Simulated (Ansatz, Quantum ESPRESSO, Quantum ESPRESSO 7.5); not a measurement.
## In2O2, 1 layer in an electric field

How does In2O2, 1 layer respond to a gate-like field without added charge?

Calculated with Quantum ESPRESSO 7.5; plane-wave DFT, vdW-DF-cx, GBRV ultrasoft pseudopotentials made under PBE (geometry and cross-check by Ansatz 0.2.0 with PAW datasets; geometry under PBE).

**1. Set-up**

The cell holds 4 atoms: 2 O and 2 In. Cell: a = 3.292 Å, b = 3.292 Å, c = 21.674 Å, α = 90.0°, β = 90.0°, γ = 120.0°. It derives from In2O2. Vacuum lies along c.

**2. Geometry from Ansatz**

The geometry comes first, from a plane-wave PAW code, so that the later runs on this slab share one structure.

The input, input.yaml:

```yaml
crystal:
  lattice:
    - [3.2916, 0.0, 0.0]
    - [-1.6458, 2.8506092191, 0.0]
    - [0.0, 0.0, 21.6736373469]
  atoms:
    - { symbol: O, position: [0.3333333333, 0.6666666667, 0.3921815182] }
    - { symbol: In, position: [0.0, 0.0, 0.434482617] }
    - { symbol: In, position: [0.0, 0.0, 0.565517383] }
    - { symbol: O, position: [0.3333333333, 0.6666666667, 0.6078184818] }
kpoints:
  mp_grid: { grid: [12, 12, 1] }
hamiltonian:
  xc: pbe
scf:
  occupations: { method: fermi_dirac, width: 0.05 }
  convergence: { dr2_threshold: 1.0e-08 }
efield:
  axis: 3
  dipole_correction: true
  ramp_position: 0.97
  ramp_width: 0.04
relax:
  f_tol: 0.01
  cell: { fix: [c, alpha, beta] }
output:
  write_potential: true
  write_density: true
  volumetric_format: npy
```

Run with:

```console
> ansatz run input.yaml --threads 4 --pin off --max-ram 8192MiB --backend cpu --events-out ev --progress --plain --runs-dir out
```

Numbers of over 12 decimals in the logs are rounded to 6 here.

Output:

```text
Warning: relax.cell: scf.convergence.dr2_threshold = 1e-8 eV is looser than the 4e-10 eV advised for a relaxation that steers and ends on the stress (1e-10 eV for each atom of the cell: 4). What an SCF threshold leaves in a stress goes as its square root, and in the free energy as the threshold itself, and one threshold admits the most on a small cell: [figures from the program's tests cut] Set scf.convergence.dr2_threshold to 4e-10 eV or tighter. The threshold is an SCF's pass mark: one that does not reach it within its budget of iterations ends unconverged, or closes short of it on a stop that the run arms, and scf.convergence.dr2_threshold's page says what that costs each kind of run
Engine: ansatz 0.2.0, aarch64-unknown-linux-gnu
Pseudopotentials: kind: paw
Pseudopotential: O, paw, valence charge 6, recommended cutoff 420 eV (normal), O.paw.azcp
Pseudopotential: In, paw, valence charge 13, recommended cutoff 420 eV (normal), In.paw.azcp
Functional definition: PBE
  parameter kappa = 0.804
  parameter beta = 0.066725
  exchange = pbe_x(kappa = kappa, mu = beta*pi^2/3)
  correlation = pbe_c(beta = beta)
Crystal: 4 atoms, lattice volume = 203.365 Å³
Basis set: ecut = 420 eV, 4033 PW (Γ), exchange–correlation on 48×48×300 points (8 copies of the dense FFT grid, shifted against one another)
Bands: 23, of which v1, the nominal top of the filled ones, is band 19 counted from 1 (18 counted from 0)
Symmetry: 6 space group operations
k-points: 19 of 144 (time reversal used)
Non-local potential: O, projectors of the file, l = 0: 2, l = 1: 2, l = 2: 1
Non-local potential: In, projectors of the file, l = 0: 2, l = 1: 2, l = 2: 2, l = 3: 2
PAW form: soft (Blöchl's): semilocal exchange-correlation on the pseudo side does not see the compensation charge
PAW one-centre angular grid: O, 110 points (default); XC on 64 Gauss nodes
PAW one-centre angular grid: In, 590 points (default); XC on 64 Gauss nodes
Initial density: superposition of atomic densities (neutral atoms: chi_scale 0, normalization atom), corrected by the library's trained network
Initial wavefunctions: pseudopotential atomic-orbital guess
Functional: x = pbe(κ = 0.804, μ = 0.219515), c = pbe(β = 0.066725)
SCF iter   1: F=—  HF=-12329.751647 eV  |F-HF|=—  |Δ(HF+E_count)|=         —  Δρ=4.98e-3  dr2=7.69e-2  ethr=1.77e-3  p=-0.000 e·Å  D=-8.10e-6 V/Å  ΔV_dip=0.00 eV  dr2_dipole=1.46e-8  V_vac-E_F(+/−)=6.73/6.73 eV  ⟨swp⟩=8.3  Hψ=2507  notcnv=0
efield: sawtooth ramp at fractional position 0.9700 (set: `efield.ramp_position`, or a place that a band, a saddle search or an elastic batch's reference lends), width 0.0400; the density the first Hamiltonian is built on has a dipole p = -0.000 e·Å; the dipole correction subtracts the counter field D = -8.10e-6 V/Å, which shifts the + side's vacuum level by +0.00 eV against the − side's; the planar-averaged density in the ramp window peaks in size at 3.3e-6 e/Å³
preconditioner: auto → none  [insulator: Δε(μ)=0.884 eV  Ē_g=14.928 eV  σ=0.050 eV  W_gap=1.00  n_scr=14 (ndim 8)  ℏωp=16.1 eV  f_vac=0.658  D(μ)=0.00/eV (n_scr^D=0)  ε∞_Penn≈2.2]
SCF iter   2: F=—  HF=-12329.766010 eV  |F-HF|=—  |Δ(HF+E_count)|=   1.44e-2  Δρ=6.86e-3  dr2=1.46e-1  ethr=2.02e-4  p=0.000 e·Å  D=7.24e-5 V/Å  ΔV_dip=-0.00 eV  dr2_dipole=4.71e-7  V_vac-E_F(+/−)=6.47/6.48 eV  ⟨swp⟩=3.1  Hψ=1115  notcnv=0
SCF iter   3: F=—  HF=-12329.739334 eV  |F-HF|=—  |Δ(HF+E_count)|=   2.67e-2  Δρ=1.88e-3  dr2=8.07e-3  ethr=2.02e-4  p=-0.000 e·Å  D=-4.34e-5 V/Å  ΔV_dip=0.00 eV  dr2_dipole=8.70e-8  V_vac-E_F(+/−)=6.60/6.60 eV  ⟨swp⟩=2.7  Hψ=661  notcnv=0
SCF iter   4: F=—  HF=-12329.738300 eV  |F-HF|=—  |Δ(HF+E_count)|=   1.03e-3  Δρ=2.75e-4  dr2=2.40e-4  ethr=2.12e-5  p=0.001 e·Å  D=8.11e-4 V/Å  ΔV_dip=-0.02 eV  dr2_dipole=4.79e-5  V_vac-E_F(+/−)=6.64/6.66 eV  ⟨swp⟩=2.9  Hψ=943  notcnv=0
SCF iter   5: F=—  HF=-12329.738484 eV  |F-HF|=—  |Δ(HF+E_count)|=   1.84e-4  Δρ=4.72e-4  dr2=1.56e-3  ethr=6.31e-7  p=-0.003 e·Å  D=-2.34e-3 V/Å  ΔV_dip=0.05 eV  dr2_dipole=4.03e-4  V_vac-E_F(+/−)=6.68/6.63 eV  ⟨swp⟩=2.9  Hψ=915  notcnv=0
SCF iter   6: F=—  HF=-12329.738333 eV  |F-HF|=—  |Δ(HF+E_count)|=   1.51e-4  Δρ=5.64e-5  dr2=6.77e-6  ethr=6.31e-7  p=0.000 e·Å  D=1.01e-4 V/Å  ΔV_dip=-0.00 eV  dr2_dipole=6.21e-7  V_vac-E_F(+/−)=6.65/6.66 eV  ⟨swp⟩=2.4  Hψ=642  notcnv=0
SCF iter   7: F=—  HF=-12329.738264 eV  |F-HF|=—  |Δ(HF+E_count)|=   6.85e-5  Δρ=2.21e-5  dr2=5.65e-7  ethr=1.78e-8  p=0.000 e·Å  D=1.31e-5 V/Å  ΔV_dip=-0.00 eV  dr2_dipole=3.81e-9  V_vac-E_F(+/−)=6.66/6.66 eV  ⟨swp⟩=2.7  Hψ=829  notcnv=0
SCF iter   8: F=—  HF=-12329.738266 eV  |F-HF|=—  |Δ(HF+E_count)|=   1.66e-6  Δρ=6.17e-6  dr2=5.91e-8  ethr=1.49e-9  p=-0.000 e·Å  D=-1.74e-5 V/Å  ΔV_dip=0.00 eV  dr2_dipole=3.61e-9  V_vac-E_F(+/−)=6.66/6.66 eV  ⟨swp⟩=2.0  Hψ=798  notcnv=0
SCF iter   9: F=-12329.738266 eV  HF=-12329.738266 eV  |F-HF|=2.50e-9  |Δ(HF+E_count)|=   1.40e-8  Δρ=1.93e-6  dr2=5.10e-9  ethr=2.63e-11  p=0.000 e·Å  D=5.98e-6 V/Å  ΔV_dip=-0.00 eV  dr2_dipole=1.57e-10  V_vac-E_F(+/−)=6.66/6.66 eV  ⟨swp⟩=10.0  Hψ=3278  notcnv=0
SCF 1 converged in 9 iterations: F = -12329.738266 eV  dr2 = 5.10e-9
  greatest PAW one-centre occupation: 0.984 electrons in one spin orbital (limit 2), on the In atom at site 1 (counted from 0), in its partial waves of l = 2
relax step   1: F+E_penalty+E_count = -12329.73826601 eV  Δ(F+E_penalty+E_count) = +0.000e0 eV  max|allowed force component| = 2.305e-1 eV/Å  Δτ_max = 0.0000 Å  P = +1.996 GPa  Ω = 203.365 Å³  fix = [c, alpha, beta]  reactions: c -0.251 GPa  (9 SCF iters, accepted)
Crystal: 4 atoms, lattice volume = 223.655 Å³
Basis set: ecut = 420 eV, 4333 PW (Γ), exchange–correlation on 48×48×300 points (8 copies of the dense FFT grid, shifted against one another)
Initial density: handed on by an earlier stage of this run
Initial wavefunctions: those handed on with the density
iter 1 solved again at ethr=5.34e-4 eV; its pass at ethr=3.10e-3 eV (dr2=2.03e-1 eV) is discarded
SCF iter   1: F=—  HF=-12329.970424 eV  |F-HF|=—  |Δ(HF+E_count)|=         —  Δρ=7.33e-3  dr2=2.02e-1  ethr=5.34e-4  p=0.000 e·Å  D=5.86e-6 V/Å  ΔV_dip=-0.00 eV  dr2_dipole=1.63e-10  V_vac-E_F(+/−)=6.51/6.51 eV  ⟨swp⟩=1.1  Hψ=3077  notcnv=0
[...]
relax step   5: F+E_penalty+E_count = -12329.91996679 eV  Δ(F+E_penalty+E_count) = +2.180e-5 eV  max|allowed force component| = 1.606e-3 eV/Å  Δτ_max = 0.0030 Å  P = -0.032 GPa  Ω = 222.083 Å³  energy of the carried Pulay correction = -1.656e-2 eV  fix = [c, alpha, beta]  reactions: c -0.093 GPa  (8 SCF iters, accepted)
[...]
relax step   6: F+E_penalty+E_count = -12329.94611573 eV  Δ(F+E_penalty+E_count) = -2.615e-2 eV  max|allowed force component| = 3.538e-3 eV/Å  Δτ_max = 0.0000 Å  P = +0.123 GPa  Ω = 222.083 Å³  fix = [c, alpha, beta]  reactions: c -0.002 GPa  stress off target by 1.85e-1 GPa on what of the cell is left free  SCF on the basis re-selected at this cell (its energy is not comparable with the rows above)  (7 SCF iters)
[...]
relax step   7: F+E_penalty+E_count = -12329.94591679 eV  Δ(F+E_penalty+E_count) = +1.989e-4 eV  max|allowed force component| = 2.914e-3 eV/Å  Δτ_max = 0.0049 Å  P = +0.014 GPa  Ω = 223.155 Å³  energy of the carried Pulay correction = -8.833e-4 eV  fix = [c, alpha, beta]  reactions: c -0.005 GPa  (8 SCF iters, accepted)
iter 1 solved again at ethr=5.80e-8 eV; its pass at ethr=3.10e-3 eV (dr2=2.20e-5 eV) is discarded
SCF iter   1: F=—  HF=-12329.946432 eV  |F-HF|=—  |Δ(HF+E_count)|=         —  Δρ=3.20e-5  dr2=1.45e-7  ethr=5.80e-8  p=-0.000 e·Å  D=-3.21e-6 V/Å  ΔV_dip=0.00 eV  dr2_dipole=7.89e-11  V_vac-E_F(+/−)=6.19/6.19 eV  ⟨swp⟩=4.0  Hψ=3913  notcnv=0
efield: sawtooth ramp at fractional position 0.9700 (set: `efield.ramp_position`, or a place that a band, a saddle search or an elastic batch's reference lends), width 0.0400; the density the first Hamiltonian is built on has a dipole p = -0.000 e·Å; the dipole correction subtracts the counter field D = -3.21e-6 V/Å, which shifts the + side's vacuum level by +0.00 eV against the − side's; the planar-averaged density in the ramp window peaks in size at 3.0e-6 e/Å³
preconditioner: auto → none  [insulator: Δε(μ)=0.362 eV  Ē_g=14.639 eV  σ=0.050 eV  W_gap=0.92  n_scr=14 (ndim 8)  ℏωp=15.3 eV  f_vac=0.667  D(μ)=0.04/eV (n_scr^D=0)  ε∞_Penn≈2.1]
SCF iter   2: F=—  HF=-12329.946616 eV  |F-HF|=—  |Δ(HF+E_count)|=   1.84e-4  Δρ=1.63e-5  dr2=1.09e-7  ethr=3.81e-10  p=0.000 e·Å  D=2.45e-6 V/Å  ΔV_dip=-0.00 eV  dr2_dipole=1.20e-9  V_vac-E_F(+/−)=6.19/6.19 eV  ⟨swp⟩=3.0  Hψ=899  notcnv=0
SCF iter   3: F=—  HF=-12329.946680 eV  |F-HF|=—  |Δ(HF+E_count)|=   6.49e-5  Δρ=1.05e-5  dr2=1.63e-7  ethr=2.88e-10  p=-0.000 e·Å  D=-1.76e-5 V/Å  ΔV_dip=0.00 eV  dr2_dipole=2.00e-8  V_vac-E_F(+/−)=6.19/6.19 eV  ⟨swp⟩=3.3  Hψ=862  notcnv=0
SCF iter   4: F=—  HF=-12329.946717 eV  |F-HF|=—  |Δ(HF+E_count)|=   3.61e-5  Δρ=7.10e-6  dr2=3.18e-7  ethr=2.88e-10  p=0.000 e·Å  D=2.86e-5 V/Å  ΔV_dip=-0.00 eV  dr2_dipole=7.60e-8  V_vac-E_F(+/−)=6.19/6.19 eV  ⟨swp⟩=3.3  Hψ=896  notcnv=0
SCF iter   5: F=—  HF=-12329.946724 eV  |F-HF|=—  |Δ(HF+E_count)|=   7.16e-6  Δρ=2.20e-6  dr2=1.75e-8  ethr=2.88e-10  p=0.000 e·Å  D=5.12e-6 V/Å  ΔV_dip=-0.00 eV  dr2_dipole=4.04e-9  V_vac-E_F(+/−)=6.19/6.19 eV  ⟨swp⟩=1.6  Hψ=469  notcnv=0
SCF iter   6: F=-12329.946728 eV  HF=-12329.946727 eV  |F-HF|=8.51e-7  |Δ(HF+E_count)|=   3.52e-6  Δρ=6.10e-7  dr2=6.42e-10  ethr=2.63e-11  p=-0.000 e·Å  D=-4.74e-7 V/Å  ΔV_dip=0.00 eV  dr2_dipole=1.26e-10  V_vac-E_F(+/−)=6.19/6.19 eV  ⟨swp⟩=9.5  Hψ=3171  notcnv=0
SCF 8 converged in 6 iterations: F = -12329.946728 eV  dr2 = 6.42e-10
relax step   8: F+E_penalty+E_count = -12329.94672805 eV  Δ(F+E_penalty+E_count) = -8.113e-4 eV  max|allowed force component| = 2.919e-3 eV/Å  Δτ_max = 0.0000 Å  P = +0.016 GPa  Ω = 223.155 Å³  fix = [c, alpha, beta]  reactions: c -0.005 GPa  stress off target by 2.66e-2 GPa on what of the cell is left free  SCF on the basis re-selected at this cell (its energy is not comparable with the rows above)  (6 SCF iters)
basis re-selected at this cell: Δ(F+E_penalty+E_count) = -8.113e-4 eV, ΔP = +0.002 GPa vs the last step (what re-selecting the basis moved, of the pressure what is left beyond the Pulay correction that the steps carried, after the strain that the cell walked since its last selection, with what the two solves' SCF thresholds leave and, on support functions, any second-order correction that the steps lacked; it is no m [...]
WARN: The output density's exchange-correlation potential varies sharply where the density is thin. Do not read a vacuum level from v_tot or v_xc, or from such a field of the output density. On a cell that repeats whose density bears no net charge and no dipole along the vacuum's axis use v_es (v_loc + v_h of the components); under efield.dipole_correction with no amplitude use v_es + v_field, which holds any externa [...]
SCF converged after 6 iterations
Free energy (F): -12329.946728 eV
Harris-Foulkes:  -12329.946727 eV  (|F-HF|=8.51e-7)
Internal energy: -12329.946152 eV  (E = F + TS)
E sigma→0 (E₀):  -12329.946440 eV
Entropy (-TS):   -0.000577 eV (-0.144 meV/atom)
Fermi energy:    -1.800821 eV
Dipole field:    D = -0.000015 V/Å  (p = -0.000018 e·Å, saw-weighted, corrected)
Work function:   Φ+ = 6.1944 eV   Φ− = 6.1941 eV
Levels:          The Fermi level and band energies are counted from a zero that moves with the ramp; work functions are not
--- Per-component energies (eV) ---
  E_band       = -452.345606
  E_kinetic    = 833.874585
  E_local      = -26593.474414  (includes V_loc(G=0)·N_el)
  E_nonlocal   = 833.800724
  E_hartree    = 12770.575494
  E_xc         = -575.561953
  E_vxc        = -383.658952  (∫ρ·V_xc dr)
  E_paw        = -8629.822403  (= ΣΔE_a)
  E_vpaw       = -684.044403  (= ΣTr[D̂ρ^β])
  E_aug_tail   = 0.004810  (compensation charges beyond the density's cutoff)
  E_efield     = 0.000000  (sawtooth field / dipole correction)
  E_vefield    = 0.000122  (∫n·V_field dr)
  E_ewald      = 9030.657005
  E_smearing   = -0.000577  (= −TS)
  E_closure    = 0.000000  (closes the sum)
  Σ components = -12329.946728   (vs F -12329.946728, Δ=0.00e0)
--- Forces (eV/Å), atoms counted from 1 ---
  atom   1  O      0.00000000    -0.00000000    -0.00054906
  atom   2  In     0.00000000    -0.00000000     0.00291860
  atom   3  In     0.00000000    -0.00000000    -0.00287031
  atom   4  O      0.00000000    -0.00000000     0.00049772
  max |Σ_I F_I| component: 3.04e-6 eV/Å
--- Stress (GPa, compression-positive) ---
        0.026643       0.000000       0.000000
        0.000000       0.026643      -0.000000
        0.000000      -0.000000      -0.005039
  P = ⅓ Tr σ = 0.0161 GPa (0.161 kbar)
--- Band table (eV; the first three rows and the last of 19) ---
  k-point 0: bands = [... 15 lower, -3.7722, -3.7403, -3.7403, -2.7887, -1.6762, 1.2344, 3.9707, 4.1599]
  k-point 1: bands = [... 15 lower, -3.9788, -3.8332, -3.7968, -2.6750, -1.3380, 1.4520, 4.0589, 4.2776]
  k-point 2: bands = [... 15 lower, -4.2456, -3.9991, -3.9498, -2.5016, -0.6269, 1.9794, 4.3129, 4.6258]
  k-point 18: bands = [... 15 lower, -5.7368, -4.1569, -3.8871, -2.0386, 1.2861, 2.4406, 2.9519, 4.4673]
--- Relaxed structure (6 steps of the walk, 5 accepted, 2 SCFs on fresh bases) ---
  F+E_penalty+E_count = -12329.94672805 eV   max|allowed force component| = 2.919e-3 eV/Å   (the final SCF, on the basis selected at the relaxed cell)
  cell:  # Å, volume = 223.1554 Å³
    - [3.448041, 5.7894870129979364e-18, 0]
    - [-1.724021, 2.986091, 0]
    - [0, 0, 21.6736373469]
  atoms:
    - { symbol: O, position: [0.333333, 0.666667, 0.397671] }
    - { symbol: In, position: [-5.12641582993873e-19, -3.7007434155248955e-17, 0.434062] }
    - { symbol: In, position: [5.1240000049506e-19, -3.700743415524894e-17, 0.565938] }
    - { symbol: O, position: [0.333333, 0.666667, 0.602329] }
```

The job ended after 14 s (4 threads of Arm Neoverse V2, shared host; peak memory 0.51 GiB).

The steps of the relaxation:

| step | energy less that of the first step (eV) | largest force component (eV/Å) | pressure (GPa) | volume (Å³) |
| --- | --- | --- | --- | --- |
| 1 | 0.0000 | 0.2305 | 2.00 | 203.37 |
| 2 | -0.1758 | 0.2202 | -0.15 | 223.66 |
| 3 | -0.1666 | 0.3564 | 0.18 | 222.75 |
| 4 | -0.1817 | 0.0357 | -0.05 | 221.92 |
| 5 | -0.1817 | 0.0016 | -0.03 | 222.08 |
| 6* | -0.2078 | 0.0035 | 0.12 | 222.08 |
| 7 | -0.2077 | 0.0029 | 0.01 | 223.16 |
| 8* | -0.2085 | 0.0029 | 0.02 | 223.16 |

Relaxation steps marked * repeat the geometry before them on a plane-wave basis chosen anew for their cell, so energy and pressure can jump there. Relaxation step 3 was tried and not accepted.

Forces are held to the 6 operations that the run works with; a distortion that breaks them can't arise in this run.

| cell as run | before | after | change |
| --- | --- | --- | --- |
| a (Å) | 3.292 | 3.448 | +4.8 % |
| b (Å) | 3.292 | 3.448 | +4.8 % |

The atoms that moved most (Å, along periodic axes as changes of fractional coordinates times the final cell, across vacuum about the mean position):

| atom | dx | dy | dz | length |
| --- | --- | --- | --- | --- |
| O1 | 0.000 | 0.000 | 0.119 | 0.119 |
| O4 | 0.000 | 0.000 | -0.119 | 0.119 |
| In2 | 0.000 | 0.000 | -0.009 | 0.009 |
| In3 | 0.000 | 0.000 | 0.009 | 0.009 |

Final coordinates:

```xyz
4
Lattice="3.4480 0.0000 0.0000 -1.7240 2.9861 0.0000 0.0000 0.0000 21.6736" Properties=species:S:1:pos:R:3
O     0.0000    1.9907    8.6190
In    0.0000    0.0000    9.4077
In    0.0000    0.0000   12.2659
O     0.0000    1.9907   13.0547
```

Numbers from this step:

```
free energy                                                      : -12329.9467 eV
energy at zero smearing                                          : -12329.9464 eV
smearing term TS                                                 : 5.77e-4 eV
Fermi energy                                                     : -1.801 eV
gap by band count                                                : 0.3624 eV
symmetry operations                                              : 6
dipole along the normal                                          : -1.82e-5 e·Å
vacuum level at the upper face over a Fermi level inside the gap : 6.194 eV
vacuum level at the lower face over a Fermi level inside the gap : 6.194 eV
```

(Part 1 of 6 ends here.)

[Logs are printed without paths, hosts, clocks, repeated set-up lines and the standing remarks that a program may print on its own settings, such as how far it seeks lower states.]

[Hosts, paths, dates, database ids (printed as entryN), source tags and the programs' standing remarks are cut or masked in the printed files.]

[Maps of the electrostatic potential energy from Ansatz leave out the sawtooth potential of an applied field or a dipole correction, so their vacuum need not be flat; planar profiles and work functions include it.]
